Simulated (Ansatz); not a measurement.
Consider Rb2CoF6 (started from the K2PtCl6 type) (Fm-3m).

The structure was built from a prototype and need not be the compound's stable phase.

```
Rb Co F
1.0
     4.05546    0.00000    4.05546
     4.05546    4.05546    0.00000
     0.00000    4.05546    4.05546
Rb Co F
2 1 6
Direct
  0.25000 0.25000 0.25000
  0.75000 0.75000 0.75000
  0.00000 0.00000 0.00000
  0.21829 0.21829 0.78171
  0.78171 0.78171 0.21829
  0.21829 0.78171 0.21829
  0.78171 0.21829 0.78171
  0.78171 0.21829 0.21829
  0.21829 0.78171 0.78171
```

The structure was relaxed with LDA. The structure type comes from a generator and need not be one that this composition takes. The structure was generated from a model, not taken from a measurement. The runs that relaxed it are not among those shown. The program's search for lower electronic states was switched off, so nothing shows that the state found is the lowest. PAW set soft_2, made with PBE.

A constrained-RPA run (Ansatz 0.2.0; non-magnetic LDA; Co t2g, bands v3 to v1, 4×4×4 mesh, medium accuracy) builds 3 functions on bands 0.23 eV wide, with 5.0 electrons in the window. The bare on-site interaction is 17.9 eV and the bare J 0.56 eV.

What U and J survive the screening?

On the Co t2g shell, U = 5.64 eV (32 % of the bare value), U′ = 4.65 eV, J = 0.42 eV.

The parent state is non-magnetic and the interaction static (zero frequency); U depends on the window and the orbitals, so it belongs to this model alone. A model of the t2g bands alone assumes low spin; where the ion is high-spin, as for many Cr, Mn, Fe and Co compounds, the eg bands are needed too.

[Paths, hosts, dates, memory and timing lines, banners, echoed tables and standing remarks are left out of the program output.]

[Logs are printed without paths, hosts, clocks, repeated set-up lines and the standing remarks that a program may print on its own settings, such as how far it seeks lower states.]

[Runs of the session that timed out or met a known fault of the program may be left out.]

[Hosts, paths, dates, database ids (printed as entryN), source tags and the programs' standing remarks are cut or masked in the printed files.]
